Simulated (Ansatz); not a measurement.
**The 1T-PdSeTe monolayer under a gate**

How does the 1T-PdSeTe monolayer take up charge from its gate?

Method: plane-wave DFT, PBEsol-D3(BJ), Ansatz PAW, in Ansatz 0.2.0.

## Step 1: Set-up

The cell holds 3 atoms: 1 Te, 1 Pd and 1 Se. Cell: a = 3.880 Å, b = 3.880 Å, c = 35.961 Å, α = 90.0°, β = 90.0°, γ = 120.0°. Vacuum lies along c.

## Step 2: Relaxation

The starting cell is a guess, so the in-plane lattice and the atoms are relaxed first, with the slab cut off from its images along the normal.

The input, input.yaml:

```yaml
crystal:
  lattice:
    - [3.88, 0.0, 0.0]
    - [-1.94, 3.3601785667, 0.0]
    - [0.0, 0.0, 35.9605597243]
  atoms:
    - { symbol: Te, position: [0.6666666667, 0.3333333333, 0.4657880781] }
    - { symbol: Pd, position: [0.0, 0.0, 0.5052098081] }
    - { symbol: Se, position: [0.3333333333, 0.6666666667, 0.5342119219] }
  periodic: [true, true, false]
kpoints:
  mp_grid: { grid: [12, 12, 1] }
hamiltonian:
  xc: pbesol
  dispersion: d3bj
scf:
  occupations: { method: fermi_dirac, width: 0.05 }
  convergence: { dr2_threshold: 1.0e-09 }
relax:
  f_tol: 0.004
  max_steps: 90
  cell: {}
output:
  write_potential: true
  write_density: true
  volumetric_format: npy
```

Command:

```bash
$ ansatz run input.yaml --threads 4 --pin off --max-ram 6144MiB --backend cpu --events-out ev --progress --plain --runs-dir out
```

Numbers of over 12 decimals in the logs are rounded to 6 here.

Log:

```text
Warning: relax.cell: scf.convergence.dr2_threshold = 1e-9 eV is looser than the 1.93217363901e-10 eV advised for a relaxation that steers and ends on the stress (1e-10 eV for each atom of the cell: 3, times the square of relax.cell.stress_2d_tol = 0.05 N/m over 12.5 Å (the atoms' height at the walk's start and 5 Å past either face), 4.013e-2 GPa, over a crystal's default 0.05). What an SCF threshold leaves in a stress goes as its square root, and in the free energy as the threshold itself, and one threshold admits the most on a small cell: [figures from the program's tests cut] Set scf.convergence.dr2_threshold to 1.93217363901e-10 eV or tighter. [rest of the remark cut]
Engine: ansatz 0.2.0, aarch64-unknown-linux-gnu
Pseudopotentials: kind: paw
Pseudopotential: Te, paw, valence charge 16, recommended cutoff 420 eV (normal), Te.paw.azcp
Pseudopotential: Pd, paw, valence charge 18, recommended cutoff 420 eV (normal), Pd.paw.azcp
Pseudopotential: Se, paw, valence charge 16, recommended cutoff 420 eV (normal), Se.paw.azcp
Functional definition: PBEsol
  exchange = pbesol_x
  correlation = pbesol_c
Crystal: 3 atoms, lattice volume = 468.836 Å³
Basis set: ecut = 420 eV, 9289 PW (Γ), exchange–correlation on 54×54×486 points (8 copies of the dense FFT grid, shifted against one another)
Bands: 30, of which v1, the nominal top of the filled ones, is band 25 counted from 1 (24 counted from 0)
Symmetry: 6 space group operations
Space group: P3m1 (ITA 156), of the structure as read, at distance tolerance 7.8e-5 Å
k-points: 19 of 144 (time reversal used)
Non-local potential: Te, projectors of the file, l = 0: 2, l = 1: 2, l = 2: 2, l = 3: 2
Non-local potential: Pd, projectors of the file, l = 0: 2, l = 1: 2, l = 2: 2, l = 3: 1
Non-local potential: Se, projectors of the file, l = 0: 2, l = 1: 2, l = 2: 3, l = 3: 1
PAW form: soft (Blöchl's): semilocal exchange-correlation on the pseudo side does not see the compensation charge
PAW frozen core: Te, regenerated for the run's functional, and the local potential with it (the file was generated under x = pbe(κ = 0.804, μ = 0.219515), c = pbe(β = 0.066725))
PAW frozen core: Pd, regenerated for the run's functional, and the local potential with it (the file was generated under x = pbe(κ = 0.804, μ = 0.219515), c = pbe(β = 0.066725))
PAW frozen core: Se, regenerated for the run's functional, and the local potential with it (the file was generated under x = pbe(κ = 0.804, μ = 0.219515), c = pbe(β = 0.066725))
PAW one-centre angular grid: Te, 590 points (default); XC on 64 Gauss nodes
PAW one-centre angular grid: Pd, 590 points (default); XC on 64 Gauss nodes
PAW one-centre angular grid: Se, 590 points (default); XC on 64 Gauss nodes
Initial density: superposition of atomic densities (neutral atoms: chi_scale 0, normalization atom), corrected by the library's trained network
Initial wavefunctions: pseudopotential atomic-orbital guess
Functional: x = pbesol(κ = 0.804, μ = 0.123457), c = pbesol(β = 0.046)
SCF iter   1: F=—  HF=-19233.589737 eV  |F-HF|=—  |Δ(HF+E_count)|=         —  Δρ=2.99e-3  dr2=7.83e-2  ethr=1.77e-3  ⟨swp⟩=16.3  Hψ=4262  notcnv=0
preconditioner: auto → LDOS  [insulator: Δε(μ)=0.380 eV  Ē_g=8.799 eV  σ=0.050 eV  W_gap=0.95  n_scr=38 (ndim 8)  ℏωp=8.0 eV  f_vac=0.821  D(μ)=0.12/eV (n_scr^D=2)  ε∞_Penn≈1.8  β→1.0]
SCF iter   2: F=—  HF=-19233.601302 eV  |F-HF|=—  |Δ(HF+E_count)|=   1.16e-2  Δρ=4.56e-3  dr2=1.97e-1  ethr=1.57e-4  ⟨swp⟩=5.0  Hψ=1672  notcnv=0  defer=1
SCF iter   3: F=—  HF=-19233.574770 eV  |F-HF|=—  |Δ(HF+E_count)|=   2.65e-2  Δρ=6.26e-4  dr2=4.26e-3  ethr=1.57e-4  ⟨swp⟩=5.2  Hψ=1498  notcnv=0  defer=1
SCF iter   4: F=—  HF=-19233.574224 eV  |F-HF|=—  |Δ(HF+E_count)|=   5.46e-4  Δρ=1.16e-4  dr2=8.14e-5  ethr=8.52e-6  ⟨swp⟩=3.4  Hψ=1180  notcnv=0  defer=1
SCF iter   5: F=—  HF=-19233.574179 eV  |F-HF|=—  |Δ(HF+E_count)|=   4.52e-5  Δρ=3.05e-5  dr2=1.56e-5  ethr=1.63e-7  ⟨swp⟩=4.6  Hψ=1643  notcnv=0  defer=1
SCF iter   6: F=—  HF=-19233.574180 eV  |F-HF|=—  |Δ(HF+E_count)|=   8.75e-7  Δρ=1.17e-5  dr2=1.09e-6  ethr=3.12e-8  ⟨swp⟩=2.1  Hψ=760  notcnv=0  defer=1
SCF iter   7: F=—  HF=-19233.574305 eV  |F-HF|=—  |Δ(HF+E_count)|=   1.26e-4  Δρ=5.41e-6  dr2=3.61e-7  ethr=2.18e-9  ⟨swp⟩=3.3  Hψ=1203  notcnv=0  defer=1
SCF iter   8: F=—  HF=-19233.574305 eV  |F-HF|=—  |Δ(HF+E_count)|=   6.49e-8  Δρ=1.43e-6  dr2=8.16e-9  ethr=7.22e-10  ⟨swp⟩=2.5  Hψ=881  notcnv=0  defer=1
SCF iter   9: F=—  HF=-19233.574305 eV  |F-HF|=—  |Δ(HF+E_count)|=   3.54e-8  Δρ=5.27e-7  dr2=2.70e-9  ethr=2.00e-12  ⟨swp⟩=12.9  Hψ=4529  notcnv=0
SCF iter  10: F=-19233.574305 eV  HF=-19233.574305 eV  |F-HF|=2.55e-9  |Δ(HF+E_count)|=   4.03e-9  Δρ=1.52e-7  dr2=1.48e-10  ethr=2.00e-12  ⟨swp⟩=10.2  Hψ=3642  notcnv=0
SCF 1 converged in 10 iterations: F = -19233.574305 eV  dr2 = 1.48e-10
  greatest PAW one-centre occupation: 1.000 electrons in one spin orbital (limit 2), on the Se atom at site 2 (counted from 0), in its partial waves of l = 2
relax step   1: F+E_penalty+E_count = -19233.57430535 eV  Δ(F+E_penalty+E_count) = +0.000e0 eV  max|allowed force component| = 1.474e0 eV/Å  Δτ_max = 0.0000 Å  P = +0.098 N/m  Ω = 468.836 Å³  fix = [c, alpha, beta]  reactions: c +0.000 N/m  (10 SCF iters, accepted)
Crystal: 3 atoms, lattice volume = 452.801 Å³
Basis set: ecut = 420 eV, 8869 PW (Γ), exchange–correlation on 54×54×486 points (8 copies of the dense FFT grid, shifted against one another)
Initial density: handed on by an earlier stage of this run
Initial wavefunctions: those handed on with the density
iter 1 solved again at ethr=3.85e-4 eV; its pass at ethr=3.10e-3 eV (dr2=1.92e-1 eV) is discarded
SCF iter   1: F=—  HF=-19233.743929 eV  |F-HF|=—  |Δ(HF+E_count)|=         —  Δρ=8.46e-3  dr2=1.92e-1  ethr=3.85e-4  ⟨swp⟩=2.2  Hψ=4128  notcnv=0
preconditioner: auto → Resta (q_TF=auto, 1.890 Å⁻¹)  ε∞=1.9  [insulator: Δε(μ)=0.446 eV  Ē_g=8.632 eV  σ=0.050 eV  W_gap=0.97  n_scr=20 (ndim 8)  ℏωp=8.2 eV  f_vac=0.812  D(μ)=0.04/eV (n_scr^D=0)  ε∞_Penn≈1.9  vacuum switching on, ρ_ref=5.4e-3 e/Å³]
SCF iter   2: F=—  HF=-19233.745436 eV  |F-HF|=—  |Δ(HF+E_count)|=   1.51e-3  Δρ=6.19e-3  dr2=4.14e-1  ethr=3.84e-4  ⟨swp⟩=4.4  Hψ=1104  notcnv=0
preconditioner: auto → LDOS  [insulator: Δε(μ)=0.267 eV  Ē_g=8.710 eV  σ=0.050 eV  W_gap=0.85  n_scr=20 (ndim 8)  ℏωp=8.2 eV  f_vac=0.812  D(μ)=0.21/eV (n_scr^D=2)  ε∞_Penn≈1.9  β→1.0]
SCF iter   3: F=—  HF=-19233.711864 eV  |F-HF|=—  |Δ(HF+E_count)|=   3.36e-2  Δρ=2.26e-3  dr2=6.40e-2  ethr=3.84e-4  ⟨swp⟩=3.9  Hψ=1162  notcnv=0  defer=1
[...]
SCF iter   7: F=—  HF=-19233.731537 eV  |F-HF|=—  |Δ(HF+E_count)|=   1.22e-4  Δρ=7.12e-6  dr2=3.63e-7  ethr=8.69e-9  ⟨swp⟩=3.1  Hψ=1006  notcnv=0  defer=1
SCF iter   8: F=—  HF=-19233.731537 eV  |F-HF|=—  |Δ(HF+E_count)|=   1.06e-7  Δρ=1.81e-6  dr2=3.89e-8  ethr=7.26e-10  ⟨swp⟩=2.8  Hψ=1052  notcnv=0  defer=1
SCF iter   9: F=-19233.731537 eV  HF=-19233.731537 eV  |F-HF|=3.91e-9  |Δ(HF+E_count)|=   2.13e-8  Δρ=3.26e-7  dr2=6.10e-10  ethr=2.00e-12  ⟨swp⟩=10.8  Hψ=4863  notcnv=0
SCF 3 converged in 9 iterations: F = -19233.731537 eV  dr2 = 6.10e-10
relax step   3: F+E_penalty+E_count = -19233.73153739 eV  Δ(F+E_penalty+E_count) = -2.547e-2 eV  max|allowed force component| = 2.226e-1 eV/Å  Δτ_max = 0.0508 Å  P = -0.082 N/m  Ω = 450.077 Å³  energy of the carried Pulay correction = +5.867e-4 eV  fix = [c, alpha, beta]  reactions: c -0.000 N/m  (9 SCF iters, accepted)
[...]
relax step   4: F+E_penalty+E_count = -19233.73573632 eV  Δ(F+E_penalty+E_count) = -4.199e-3 eV  max|allowed force component| = 5.545e-2 eV/Å  Δτ_max = 0.0242 Å  P = -0.213 N/m  Ω = 447.131 Å³  energy of the carried Pulay correction = +6.811e-4 eV  fix = [c, alpha, beta]  reactions: c -0.000 N/m  (8 SCF iters, accepted)
[...]
relax step   5: F+E_penalty+E_count = -19233.73636036 eV  Δ(F+E_penalty+E_count) = -6.240e-4 eV  max|allowed force component| = 1.101e-2 eV/Å  Δτ_max = 0.0064 Å  P = -0.055 N/m  Ω = 445.061 Å³  energy of the carried Pulay correction = +7.477e-4 eV  fix = [c, alpha, beta]  reactions: c -0.000 N/m  (7 SCF iters, accepted)
[...]
relax step   6: F+E_penalty+E_count = -19233.73641632 eV  Δ(F+E_penalty+E_count) = -5.595e-5 eV  max|allowed force component| = 1.069e-4 eV/Å  Δτ_max = 0.0018 Å  P = -0.004 N/m  Ω = 444.418 Å³  energy of the carried Pulay correction = +7.685e-4 eV  fix = [c, alpha, beta]  reactions: c -0.000 N/m  (6 SCF iters, accepted)
Initial wavefunctions: pseudopotential atomic-orbital guess (no wavefunctions were taken with the density)
iter 1 solved again at ethr=1.05e-6 eV; its pass at ethr=3.10e-3 eV (dr2=5.27e-4 eV) is discarded
SCF iter   1: F=—  HF=-19233.735528 eV  |F-HF|=—  |Δ(HF+E_count)|=         —  Δρ=2.77e-5  dr2=5.34e-7  ethr=1.05e-6  ⟨swp⟩=6.3  Hψ=6543  notcnv=0
eigensolver tolerance schedule: the retry pair's looser diagonalisation over-reported the residual by 986.48 of it (diagonalisation noise at 0.50 of the residual, at the tolerance the schedule requests for it); recorded, not acted on — ethr = c·dr2/N_el stays at c = 1.0e-1
preconditioner: auto → LDOS  [insulator: Δε(μ)=0.315 eV  Ē_g=8.803 eV  σ=0.050 eV  W_gap=0.90  n_scr=20 (ndim 8)  ℏωp=8.3 eV  f_vac=0.814  D(μ)=0.15/eV (n_scr^D=2)  ε∞_Penn≈1.9  β→1.0]
SCF iter   2: F=—  HF=-19233.735651 eV  |F-HF|=—  |Δ(HF+E_count)|=   1.23e-4  Δρ=7.90e-6  dr2=2.04e-7  ethr=1.07e-9  ⟨swp⟩=4.1  Hψ=1460  notcnv=0
SCF iter   3: F=—  HF=-19233.735651 eV  |F-HF|=—  |Δ(HF+E_count)|=   1.74e-7  Δρ=3.96e-6  dr2=6.62e-8  ethr=4.08e-10  ⟨swp⟩=3.0  Hψ=1280  notcnv=0
SCF iter   4: F=—  HF=-19233.735651 eV  |F-HF|=—  |Δ(HF+E_count)|=   1.77e-8  Δρ=6.84e-7  dr2=5.05e-9  ethr=1.32e-10  ⟨swp⟩=3.1  Hψ=1233  notcnv=0
iter 5 met the thresholds in force, and the SCF goes on: an eigenvalue changes by 2.49 meV, over its tolerance of 1.08 meV (output.eigenvalues, Limitations)
SCF iter   5: F=-19233.735651 eV  HF=-19233.735651 eV  |F-HF|=2.14e-9  |Δ(HF+E_count)|=   2.68e-9  Δρ=2.03e-7  dr2=2.25e-10  ethr=2.00e-12  ⟨swp⟩=15.5  Hψ=5045  notcnv=0
iter 6 met the thresholds in force, and the SCF goes on: an eigenvalue changes by 1.21 meV, over its tolerance of 1.04 meV (output.eigenvalues, Limitations)
SCF iter   6: F=-19233.735651 eV  HF=-19233.735651 eV  |F-HF|=4.55e-10  |Δ(HF+E_count)|=   1.64e-9  Δρ=8.78e-8  dr2=9.16e-11  ethr=1.00e-12  ⟨swp⟩=7.9  Hψ=3699  notcnv=0
Mixer restart at iter 6: flushing history
SCF iter   7: F=-19233.735651 eV  HF=-19233.735651 eV  |F-HF|=1.17e-8  |Δ(HF+E_count)|=   1.37e-9  Δρ=4.55e-7  dr2=1.20e-8  ethr=1.00e-12  ⟨swp⟩=2.1  Hψ=878  notcnv=0  κ⁻¹=1.0e0(r=1)
SCF iter   8: F=-19233.735651 eV  HF=-19233.735651 eV  |F-HF|=2.04e-10  |Δ(HF+E_count)|=  7.06e-10  Δρ=1.34e-7  dr2=1.59e-10  ethr=1.00e-12  ⟨swp⟩=9.7  Hψ=3835  notcnv=0
SCF 7 converged in 8 iterations: F = -19233.735651 eV  dr2 = 1.59e-10
relax step   7: F+E_penalty+E_count = -19233.73565093 eV  Δ(F+E_penalty+E_count) = +7.654e-4 eV  max|allowed force component| = 2.246e-4 eV/Å  Δτ_max = 0.0000 Å  P = -0.004 N/m  Ω = 444.418 Å³  fix = [c, alpha, beta]  reactions: c -0.000 N/m  stress off target by 3.74e-3 N/m on what of the cell is left free  SCF on the basis re-selected at this cell (its energy is not comparable with the rows above)  (8 SCF iters)
basis re-selected at this cell: Δ(F+E_penalty+E_count) = +7.654e-4 eV, ΔP = +0.001 N/m vs the last step (what re-selecting the basis moved, of the pressure what is left beyond the Pulay correction that the steps carried, after the strain that the cell walked since its last selection, with what the two solves' SCF thresholds leave and, on support functions, any second-order correction that the steps lacked; it is no m [...]
SCF converged after 8 iterations
an eigenvalue changed by more than its tolerance at an iteration that met the thresholds in force, so the SCF went on 2 times, its first undamped step at iteration 6: the last check found none over its tolerance
Free energy (F): -19233.735651 eV
Harris-Foulkes:  -19233.735651 eV  (|F-HF|=2.04e-10)
Internal energy: -19233.733757 eV  (E = F + TS)
E sigma→0 (E₀):  -19233.734704 eV
Entropy (-TS):   -0.001894 eV (-0.631 meV/atom)
Fermi energy:    -4.810187 eV
--- Per-component energies (eV) ---
  E_band       = -1682.102878
  E_kinetic    = 812.981158
  E_local      = -145399.402376  (includes V_loc(G=0)·N_el)
  E_nonlocal   = -681.679231
  E_hartree    = 72246.046457
  E_xc         = -394.569838
  E_vxc        = -413.656115  (∫ρ·V_xc dr)
  E_paw        = -10137.488690  (= ΣΔE_a)
  E_vpaw       = -492.439105  (= ΣTr[D̂ρ^β])
  E_aug_tail   = -0.000570  (compensation charges beyond the density's cutoff)
  E_ewald      = 64319.449078
  E_disp       = -0.755536  (pairwise vdW)
  E_core_change = 1.685790  (= ΣΔE_core)
  E_smearing   = -0.001894  (= −TS)
  E_closure    = -0.000000  (closes the sum)
  Σ components = -19233.735651   (vs F -19233.735651, Δ=0.00e0)
--- Forces (eV/Å), atoms counted from 1 ---
  atom   1  Te    -0.00000000     0.00000000    -0.00022496
  atom   2  Pd     0.00000000    -0.00000000     0.00000419
  atom   3  Se     0.00000000    -0.00000000     0.00021973
  max |Σ_I F_I| component: 1.04e-6 eV/Å
--- 2D stress c σ (N/m, compression-positive) ---
       -0.003739      -0.000000      -0.000000
       -0.000000      -0.003739      -0.000000
       -0.000000      -0.000000      -0.000000
  P = ½ c Tr σ = -0.0037 N/m
--- Band table (eV; the first three rows and the last of 19) ---
  k-point 0: bands = [... 21 lower, -7.0118, -5.7994, -4.9338, -4.9338, -2.8240, -2.8240, -1.0748, -0.2588, ... 1 higher]
  k-point 1: bands = [... 21 lower, -7.0723, -5.7153, -5.2220, -5.0035, -3.3393, -2.9278, -0.9019, -0.0896, ... 1 higher]
  k-point 2: bands = [... 21 lower, -7.2988, -5.8963, -5.3889, -5.2480, -4.2485, -3.1106, -0.5486, 0.2422, ... 1 higher]
  k-point 18: bands = [... 21 lower, -8.2936, -7.5575, -6.9235, -6.7739, -4.6008, -3.8499, 0.5193, 1.6248, ... 1 higher]
  the weakly bound empty levels are not read free of the cell's end (no_gap_told)
--- Relaxed structure (6 steps of the walk, 6 accepted, 1 SCFs on fresh bases) ---
  F+E_penalty+E_count = -19233.73565093 eV   max|allowed force component| = 2.246e-4 eV/Å   (the final SCF, on the basis selected at the relaxed cell)
  cell:  # Å, volume = 444.4182 Å³
    - [3.777612, 0.0, 0]
    - [-1.888806, 3.271508, 0]
    - [0, 0, 35.9605597243]
  atoms:
    - { symbol: Te, position: [0.666667, 0.333333, 0.463348] }
    - { symbol: Pd, position: [0, 0, 0.503155] }
    - { symbol: Se, position: [0.333333, 0.666667, 0.538707] }
```

It took 45 s on 4 threads of Arm Neoverse V2, shared host; peak memory 0.87 GiB; 2.9 min of CPU time.

The steps of the relaxation:

| step | energy less that of the first step (eV) | largest force component (eV/Å) | volume (Å³) |
| --- | --- | --- | --- |
| 1 | 0.0000 | 1.4735 | 468.84 |
| 2 | -0.1318 | 0.6195 | 452.80 |
| 3 | -0.1572 | 0.2226 | 450.08 |
| 4 | -0.1614 | 0.0554 | 447.13 |
| 5 | -0.1621 | 0.0110 | 445.06 |
| 6 | -0.1621 | 0.0001 | 444.42 |
| 7* | -0.1613 | 0.0002 | 444.42 |

Relaxation steps marked * repeat the geometry before them on a plane-wave basis chosen anew for their cell, so energy and pressure can jump there.

Forces are held to the 6 operations that the run works with; a distortion that breaks them can't arise in this run.

| cell as run | before | after | change |
| --- | --- | --- | --- |
| a (Å) | 3.880 | 3.778 | -2.6 % |
| b (Å) | 3.880 | 3.778 | -2.6 % |

The atoms that moved most (Å, along periodic axes as changes of fractional coordinates times the final cell, across vacuum about the mean position):

| atom | dx | dy | dz | length |
| --- | --- | --- | --- | --- |
| Se3 | 0.000 | 0.000 | 0.162 | 0.162 |
| Te1 | 0.000 | 0.000 | -0.088 | 0.088 |
| Pd2 | 0.000 | 0.000 | -0.074 | 0.074 |

The relaxed structure:

```
Te Pd Se
1.0
     3.77761    0.00000    0.00000
    -1.88881    3.27151    0.00000
     0.00000    0.00000   35.96056
Te Pd Se
1 1 1
Cartesian
  1.8888 1.0905 16.6623
  0.0000 0.0000 18.0937
  0.0000 2.1810 19.3722
```

This step gave:

```yaml
energy_at_zero_smearing: -19233.7347 eV
```

The lattice constant a goes from 3.880 to 3.778 Å.

(Part 1 of 3 ends here.)

[Logs are printed without paths, hosts, clocks, repeated set-up lines and the standing remarks that a program may print on its own settings, such as how far it seeks lower states.]

[Hosts, paths, dates, database ids (printed as entryN), source tags and the programs' standing remarks are cut or masked in the printed files.]

[Maps of the electrostatic potential energy from Ansatz leave out the sawtooth potential of an applied field or a dipole correction, so their vacuum need not be flat; planar profiles and work functions include it.]
